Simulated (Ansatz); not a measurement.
**Sb_Si in SiC (P6_3mc): charge-transition levels and formation energies**

Aim: at which Fermi levels does Sb_Si in SiC (P6_3mc) change its charge? The model is a cell of 108 host atoms with 1 Si taken out and 1 Sb put in.

Calculated with Ansatz 0.2.0; place-levels on r2SCAN runs: charge-transition levels and formation energies with image-charge correction and potential alignment at the atomic sites; PAW set soft_1.

The experiments to compare with:

“Charge spill-out and work function of few-layer graphene on SiC(0001)” (2018, arxiv:1806.04908) quotes from earlier work for SiC, 6H (bulk crystal, literature): band gap (indirect gap, experimental literature value) 3.03 eV [Literature value cited in passing in the theory part; temperature and measurement method …].

## 1. Set-up

The cell holds 108 atoms: 53 Si, 54 C and 1 Sb. Its edges and angles: a = 9.236 Å, b = 9.236 Å, c = 15.108 Å, α = 90.0°, β = 90.0°, γ = 120.0°. It derives from SiC (space group P6_3mc). Nearest the centre at fractional (0.667, 0.667, 0.500): Sb101 at 0.00 Å, C71 at 1.89 Å, C107 at 1.89 Å, C59 at 1.89 Å, C104 at 1.89 Å, Si77 at 3.08 Å, Si53 at 3.08 Å, Si5 at 3.08 Å.

Screening for the image-charge correction: ε∞ = (7.09, 7.09, 7.35), ε0 = (10.43, 10.43, 10.95), computed on the host (DFPT, PBEsol, on the r2SCAN cell), and a cell off the functional's own equilibrium shifts the ionic part.

The cell's shortest repeat is 9.2 Å.

## 2. What was run first

Levels follow from differences of total energies between charge states, each relaxed by itself.

Each atom starts 0.05 Å or so off its site in a random direction: a symmetric start keeps its symmetry, and would miss off-centre moves and Jahn–Teller distortions. Forces are taken at one point at (¼, ¼, ¼). The cell holds 1 electron more than the neutral one, with a uniform background that keeps it neutral on the whole.

The sampling was tested on the host first: at the k-points planned (1x1x1 shifted 0.25 0.25 0.25) its energy lies -0.041 eV an atom from the dense-mesh value, a large miss, so this sampling is coarse for the host.

One of the inputs; charge, spin and start change from state to state.

qm1.relax/input.yaml

```yaml
crystal:
  lattice:
    - [3.07866498, 0.0, 0.0]
    - [-1.53933249, 2.66620208, 0.0]
    - [0.0, 0.0, 15.1078644]
  atoms:
    - { symbol: Si, position: [0.33333333, 0.66666667, 0.8329854] }
    - { symbol: Si, position: [0.66666667, 0.33333333, 0.3329854] }
    - { symbol: Si, position: [0.66666667, 0.33333333, 0.66650102] }
    - { symbol: Si, position: [0.33333333, 0.66666667, 0.16650102] }
    - { symbol: Si, position: [0.0, 0.0, 0.49972248] }
    - { symbol: Si, position: [0.0, 0.0, 0.99972248] }
    - { symbol: C, position: [0.0, 0.0, 0.87436694] }
    - { symbol: C, position: [0.0, 0.0, 0.37436694] }
    - { symbol: C, position: [0.33333333, 0.66666667, 0.70799668] }
    - { symbol: C, position: [0.66666667, 0.33333333, 0.20799668] }
    - { symbol: C, position: [0.66666667, 0.33333333, 0.54152848] }
    - { symbol: C, position: [0.33333333, 0.66666667, 0.04152848] }
  supercell: [3, 3, 1]
  defects: [{ substitution: { at: 100, symbol: Sb } }]
total_charge: -1
basis:
  ecutwfc: 500
  xc_grid: 2
hamiltonian:
  xc: r2scan
  pseudopotentials: { kind: paw, azcp: { folder: soft_1 } }
kpoints:
  mp_grid: { grid: [1, 1, 1], shift: [0.25, 0.25, 0.25] }
scf:
  occupations: { method: fixed }
  max_iter: 60
output:
  forces: true
  charged_corrections:
    epsilon: [7.09, 7.09, 7.35]
    static_epsilon: [10.43, 10.43, 10.95]
relax:
  f_tol: 0.02
  max_steps: 80
  random_displacement: { amplitude: 0.05, seed: 2390 }
checkpoint:
  write: "../qm1.relax.run"
  compress: false
  write_wavefunctions: true
  write_every: 100000
```

Command:

```sh
ansatz run input.yaml --threads 4 --pin off --max-ram 15073MiB --backend cpu --events-out ev --progress --plain --runs-dir out
```

Defect states can disperse in a cell of this size, so the energy is taken again at a 2×2×2 shifted mesh, on the relaxed structure.

The run of this state that the levels use, under r2SCAN:

qm1.point/input.yaml

```yaml
crystal:
  checkpoint: "../qm1.relax.run"
  host: checkpoint
total_charge: -1
basis:
  ecutwfc: 500
  xc_grid: 2
hamiltonian:
  xc: r2scan
  pseudopotentials: { kind: paw, azcp: { folder: soft_1 } }
kpoints:
  mp_grid: { grid: [2, 2, 2], shift: [0.5, 0.5, 0.5] }
scf:
  occupations: { method: fermi_dirac, width: 0.01 }
  max_iter: 60
output:
  forces: true
  eigenvalues: true
  charged_corrections:
    epsilon: [7.09, 7.09, 7.35]
    static_epsilon: [10.43, 10.43, 10.95]
    defect_position: [0.666667, 0.666667, 0.499722]
  eigenstates: { localisation: true }
  populations: true
  band_densities: [{ bands: [v1, v1] }, { bands: [c1, c1] }]
  write_density: true
  write_potential: true
  volumetric_format: npy
checkpoint:
  read: "../qm1.relax.run"
  write: "../qm1.point.run"
  compress: false
  write_wavefunctions: false
  write_every: 100000
```

Relaxations under r2SCAN at one point at (¼, ¼, ¼); times on 4 threads of Arm Neoverse V1, shared host:

```
charge  moment (μB)  occupations    outcome  steps  largest displacement against the far atoms (Å)     time
    −1            0        fixed  converged      6                                            0.19  4.4 min
     0            1        fixed  converged      5                                            0.18  8.2 min
    +1            0        fixed  converged      5                                            0.17  3.5 min
    −1            2        fixed  converged      6                                            0.18  9.6 min
```

Single points under r2SCAN at a 2×2×2 shifted mesh; times on 4 threads of Arm Neoverse V1, shared host:

```
charge  moment (μB)  occupations    outcome     time
    −1            0  fermi-dirac  converged  4.5 min
     0            1  fermi-dirac  converged   13 min
    +1            0  fermi-dirac  converged  4.2 min
    −1            2  fermi-dirac  converged   12 min
```

Distances (Å) from Sb101 to the nearest atoms after relaxation with r2SCAN:

```
charge  moment (μB)      1.      2.      3.      4.       5.       6.
    −1            0  C 2.05  C 2.06  C 2.06  C 2.07  Si 3.12  Si 3.12
    −1            2  C 2.05  C 2.06  C 2.06  C 2.07  Si 3.11  Si 3.11
     0            1  C 2.05  C 2.06  C 2.06  C 2.06  Si 3.12  Si 3.12
    +1            0  C 2.05  C 2.06  C 2.06  C 2.06  Si 3.12  Si 3.12
```

## 3. Levels against the band edges, r2SCAN

A charged cell interacts with its images and the background, and its potential has another zero than the host's. place-levels removes the first by a point-charge model, screened by the static dielectric constant since the ions have relaxed around the charge, and the second by comparing potentials at atoms far from the defect.

The host is a run of the defect-free crystal in the same cutoffs, grids and k-points, so that basis and sampling errors cancel in part in the differences. The host is run in a cell of 12 atoms on a matching mesh. Its band edges are searched through the zone by a band path, so the gap is smaller than, or equal to, that on the mesh. Chemical potentials are energies per atom of Si (diamond) and Sb (A7 rhombohedral), run with the same functional and cutoff.

levels.point.yaml

```yaml
host:
  run: host.point.run
states: [qm1.point.run, q0_M1.point.run, qp1.point.run, qm1_M2.point.run]
geometry_from:
  qm1.point.run: qm1.relax.run
  q0_M1.point.run: q0_M1.relax.run
  qp1.point.run: qp1.relax.run
  qm1_M2.point.run: qm1_M2.relax.run
  host.point.run: host.relax.run
chemical_potentials:
  Si:
    energy: -639.06578
    dataset: <sha256 of the dataset>
  Sb:
    energy: -6499.197686
    dataset: <sha256 of the dataset>
epsilon: [7.09, 7.09, 7.35]
static_epsilon: [10.43, 10.43, 10.95]
vertical:
  - { from: qm1.point.run, to: qm1.point_neutral.run }
  - { from: qp1.point.run, to: qp1.point_neutral.run }
  - { from: qm1_M2.point.run, to: qm1_M2.point_neutral.run }
```

Command:

```sh
ansatz place-levels levels.point.yaml -- --threads 4 --pin off --max-ram 15073MiB
```

Numbers of over 12 decimals in the logs are rounded to 6 here.

Log:

```text
[... repeated set-up lines and file paths are left out, and long positions are rounded to six places ...]
(+1/0) 2.407 eV above the valence edge (+2.471 eV without the band-filling correction), in the conduction band
(0/-1) 2.438 eV above the valence edge (+2.742 eV without the band-filling correction), in the conduction band
formation energy of charge +1: +2.619 eV with the Fermi level at the valence edge
formation energy of charge 0: +5.025 eV with the Fermi level at the valence edge
formation energy of charge -1: +7.463 eV with the Fermi level at the valence edge
vertical -1 to 0: no energy, since no alignment is typed
  the change from vertical[0].from (qm1.point.run) to vertical[0].to (qm1.point_neutral.run): by its potential at epsilon [7.09, 7.09, 7.35] it stands at 0.681 0.674 0.516, with an rms radius of about 7.1 Å (3.5 3.6 5.0 Å across the planes of the cell's [...]
vertical +1 to 0: no energy, since no alignment is typed
  the change from vertical[1].from (qp1.point.run) to vertical[1].to (qp1.point_neutral.run): by its potential at epsilon [7.09, 7.09, 7.35] it stands at 0.676 0.659 0.541, with an rms radius of about 6.6 Å (3.5 3.5 4.5 Å across the planes of the cell's [...]
vertical -1 to 0: no energy, since no alignment is typed
  the change from vertical[2].from (qm1_M2.point.run) to vertical[2].to (qm1_M2.point_neutral.run): by its potential at epsilon [7.09, 7.09, 7.35] it stands at 0.679 0.654 0.432, with an rms radius of about 7.4 Å (3.5 3.5 5.5 Å across the planes of the cell's [...]
  edges by r2scan, gap 2.368 eV; the host is sampled to repeats of 18.47 Å
  the defect's cells are sampled to repeats of 18.47 Å, like sampling
  charge +1: -53998.8802 eV with its correction of +0.361 eV, at epsilon [10.43, 10.43, 10.95], aligned at sites: +0.1943 eV, mean over 73 atomic sites at or beyond 4.62 Å from the host's site at [0.6663, 0.6671, 0.4997] by the defect at [0.6667, 0.6667, [...]
  charge 0: +0.000 eV for its dipole among its images, -0.000 omitted
  states[1] (q0_M1.point.run): levels filled in part (TS 0.004 eV): its energy is of no whole electron's
  charge -1: -53974.7996 eV with its correction of -0.147 eV, at epsilon [10.43, 10.43, 10.95], aligned at sites: +0.3138 eV, mean over 73 atomic sites at or beyond 4.62 Å from the host's site at [0.6663, 0.6671, 0.4997] by the defect at [0.6667, 0.6667, [...]
  states[0] (qm1.point.run): levels filled in part (TS 0.010 eV): its energy is of no whole electron's
  charge -1: states[3] (qm1_M2.point.run) stands 0.017 eV higher, with a moment of 2.00 μB against 0.00
  of states[2] (qp1.point.run): how wide its charge is, is not read beside other atoms or cores, and a band state would take no correction. [...]
  of states[1] (q0_M1.point.run): a band-filling correction moves a carrier to the host's band edge, which changes its energy by -0.064 eV; [...]
  of states[0] (qm1.point.run): it parts from the run at its places by a charge that spreads by about 3.6 Å along one vector (1.4 Å or more is wide), by its potential at epsilon [7.09, 7.09, 7.35], taken for that of held ions (one typed too small widens it), [...]
  of states[3] (qm1_M2.point.run): it parts from the run at its places by a charge that spreads by about 3.5 Å along one vector (1.4 Å or more is wide), by its potential at epsilon [7.09, 7.09, 7.35], taken for that of held ions (one typed too small widens [...]
  vertical[0].from (qm1.point.run): levels filled in part (TS 0.010 eV): its energy is of no whole electron's
  of vertical[0].from (qm1.point.run): its sublattices stand up to 0.0422 Å off the host's, which by the two runs' forces adds about +0.07 eV to its energy against the host's, and moves the band edges: relax the crystal first, and build the cells on it; [...]
  vertical[0].to (qm1.point_neutral.run): levels filled in part (TS 0.005 eV): its energy is of no whole electron's
  of vertical[0].to (qm1.point_neutral.run): its moments are held at its close (magnetization.spin_locking), by a field of 0.033 eV a Bohr magneton, and its energy and levels are of the state that this holds: a run that lets them go can end lower; [...]
  of vertical[1].from (qp1.point.run): it parts from the run at its places by a charge that spreads by about 3.5 Å along one vector (1.4 Å or more is wide), by its potential at epsilon [7.09, 7.09, 7.35], taken for that of held ions (one typed too small [...]
  vertical[1].to (qp1.point_neutral.run): levels filled in part (TS 0.005 eV): its energy is of no whole electron's
  of vertical[1].to (qp1.point_neutral.run): its moments are held at its close (magnetization.spin_locking), by a field of 0.068 eV a Bohr magneton, and its energy and levels are of the state that this holds: a run that lets them go can end lower; [...]
  of vertical[2].from (qm1_M2.point.run): its sublattices stand up to 0.0212 Å off the host's, which by the two runs' forces adds about +0.03 eV to its energy against the host's, and moves the band edges: relax the crystal first, and build the cells on it; [...]
  vertical[2].to (qm1_M2.point_neutral.run): levels filled in part (TS 0.004 eV): its energy is of no whole electron's
  of vertical[2].to (qm1_M2.point_neutral.run): its moments are held at its close (magnetization.spin_locking), by a field of 0.054 eV a Bohr magneton, and its energy and levels are of the state that this holds: a run that lets them go can end lower; [...]
```

Wall time 0.6 s (4 threads of Arm Neoverse V1, shared host).

Levels between the charges placed, in eV above the valence top:

```
        gap (eV)  (+1/0)  (0/−1)
r2SCAN      2.37    2.41    2.44
```

Corrections by state:

```
charge  moment (μB)  image terms and alignment (eV)  band filling (eV)                                  ε used  over the lowest of its charge, as the program ranks them, band filling apart (eV)
    +1          0.0                           0.361                  -  principal values (10.43, 10.43, 10.95)                                                                              0.000
     0          1.0                           0.000             -0.064                                       -                                                                              0.000
    −1          0.0                          -0.147             -0.367  principal values (10.43, 10.43, 10.95)                                                                              0.000
    −1          2.0                          -0.154                  -  principal values (10.43, 10.43, 10.95)                                                                              0.017
```

The charged structures listed were also run neutral, and place-levels reads from each pair, by the potential or the spins, how wide the charge is by which they differ; that can be the carrier of either run.

```
charge  rms radius (Å)  spread where it is widest against the cell (Å)  wide from (Å)  reading
    +1             6.6                                            3.46           1.39     wide
    −1             7.1                                            3.56           1.39     wide
```

The neutral runs of these pairs need not share the spin of the lowest neutral state, and very wide values only mean spread over the cell.

From the program's caveats on the states, each cut to its opening words:

- charge +1: how wide its charge is, is not read beside other atoms or cores, and a band state would take no correction
- charge 0 (1 μB): a band-filling correction moves a carrier to the host's band edge, which changes its energy by -0.064 eV
- charge 0 (1 μB): its alignment with the host at atomic sites is doubtful: the mean over the far sites moves by -0.0637 eV from their farther parts to their nearer, more than [...]
- charge 0 (1 μB): its sublattices stand up to 0.0146 Å off the host's, which by the two runs' forces adds about +0.02 eV to its energy against the host's, and moves the band [...]
- charge 0 (1 μB): its moments are held at its close (magnetization.spin_locking), by a field of 0.049 eV a Bohr magneton, and its energy and levels are of the state that this [...]
- charge 0 (1 μB), −1 (2 μB): flagged: stability check not made
- charge −1: it parts from the run at its places by a charge that spreads by about 3.6 Å along one vector (1.4 Å or more is wide), by its potential at epsilon [7.09, 7.09, [...]
- charge −1: a band-filling correction moves a carrier to the host's band edge, which changes its energy by -0.367 eV
- charge −1: its alignment with the host at atomic sites is doubtful: the mean over the far sites moves by -0.1299 eV from their farther parts to their nearer, more than [...]
- charge −1: the host's ions (past the first shell or, of a walk that freed a part, those that it held) aren't shown at rest: they stand up to 0.090 Å off their sites, 2.40 [...]
- charge −1: its sublattices stand up to 0.0422 Å off the host's, which by the two runs' forces adds about +0.07 eV to its energy against the host's, and moves the band [...]
- charge −1 (2 μB): it parts from the run at its places by a charge that spreads by about 3.5 Å along one vector (1.4 Å or more is wide), by its potential at epsilon [7.09, 7.09, [...]
- charge −1 (2 μB): its alignment with the host at atomic sites is doubtful: the mean over the far sites moves by -0.1430 eV from their farther parts to their nearer, more than [...]
- charge −1 (2 μB): its sublattices stand up to 0.0212 Å off the host's, which by the two runs' forces adds about +0.03 eV to its energy against the host's, and moves the band [...]

Formation energies (eV), elemental references (Δμ(Si) = 0.00 eV, Δμ(Sb) = 0.00 eV):

```
charge  Fermi level at the valence top  at the conduction bottom
    +1                            2.62                      4.99
     0                            5.03                      5.03
    −1                            7.46                      5.10
```

## 4. The same at the relaxations' own k-points

The relaxations' own energies give the levels at their sampling, for comparison.

levels.relax_mesh.yaml

```yaml
host:
  run: host.relax.run
states: [qm1.relax.run, q0_M1.relax.run, qp1.relax.run, qm1_M2.relax.run]
chemical_potentials:
  Si:
    energy: -639.06578
    dataset: <sha256 of the dataset>
  Sb:
    energy: -6499.197686
    dataset: <sha256 of the dataset>
```

Command:

```sh
ansatz place-levels levels.relax_mesh.yaml -- --threads 4 --pin off --max-ram 15073MiB
```

Log:

```text
[...]
formation energy of charge +1: +2.577 eV with the Fermi level at the valence edge
formation energy of charge 0: +4.999 eV with the Fermi level at the valence edge
formation energy of charge -1: +7.430 eV with the Fermi level at the valence edge
  edges by r2scan, gap 2.378 eV; the host is sampled to repeats of 16.00 Å
[... the lines on each state left out ...]
```

The job ended after 0.17 s (4 threads).

Levels between neighbouring charges, in eV above the valence top:

```
                        gap (eV)  (+1/0)  (0/−1)
one point at (¼, ¼, ¼)      2.38    2.42    2.43
  a 2×2×2 shifted mesh      2.37    2.41    2.44
```

Going from one point at (¼, ¼, ¼) to a 2×2×2 shifted mesh moves formation energies against the elements by up to 0.04 eV; band-filling terms, which differ between samplings, are in these energies.

## 5. Outcome

```
gap of the host                                                             : 2.37 eV (r2SCAN)
level (plus 1/0)                                                            : 2.41 eV above the valence top, past the conduction bottom (2.47 eV above the valence top without the band-filling term)
level (0/minus 1)                                                           : 2.44 eV above the valence top, past the conduction bottom (2.74 eV above the valence top without the band-filling term)
lowest of the charges placed, just above the valence top (0.02 eV)          : +1
lowest of the charges placed, just below the conduction bottom (0.02 eV)    : +1
lowest formation energy at mid-gap of the charges run, elemental references : 3.80 eV
```

What this shows: Of the charges placed (−1, 0 and +1), +1 is the lowest from 0.02 eV above the valence top to 0.02 eV below the conduction bottom, a gap of 2.37 eV. Charges above +1 were not placed, so these runs say nothing of levels that involve them. States placed: +1 at 0 μB; 0 at 1 μB; −1 at 0 μB and 2 μB. Other spin states or structures, where not listed, weren't placed. The program finds carriers beyond a band edge of the host and adds a band-filling term at charge −1 (-0.37 eV) and 0 (-0.06 eV); steps to such a charge show no bound level, and a defect level inside a band would be read the same way. Sb is taken at its element; compounds, which aren't counted here, bound the chemical potentials and would shift these formation energies. Going from one point at (¼, ¼, ¼) to a 2×2×2 shifted mesh moves formation energies against the elements by up to 0.04 eV; band-filling terms, which differ between samplings, are in these energies. The program doubts the alignment of potentials for at least one state, a sign that the cell is small. Limits: r2SCAN makes the gap too small and tends to spread out bound carriers; spin–orbit coupling, which can matter with heavy atoms, is left out; force components of up to 0.25 eV/Å remain in a run at the final settings.

Comparison with the measured values:

```
                             quantity  measured           r2SCAN
band gap (least gap of the host) (eV)      3.03  2.37 (-0.66 eV)
```

Measured values from arxiv:1806.04908 (2018).

**Verdict.** The band gap is off by -0.66 eV: a clear miss. Local and semilocal functionals usually give gaps below the measured ones. Zero-point and thermal motion shift the measured gap.

[Logs are printed without paths, hosts, clocks, repeated set-up lines and the standing remarks that a program may print on its own settings, such as how far it seeks lower states.]

[Hosts, paths, dates, database ids (printed as entryN), source tags and the programs' standing remarks are cut or masked in the printed files.]

[Where a table of states has a column of steps, it counts the stored structures, which are thinned; the runs took as many ionic steps or more.]

[A defect's name tells the site on which it was built; relaxed atoms can leave that site.]

[For some hosts the program warned that the k-mesh of the response run may be too coarse for force constants and the static dielectric constant; such warnings are not shown here.]
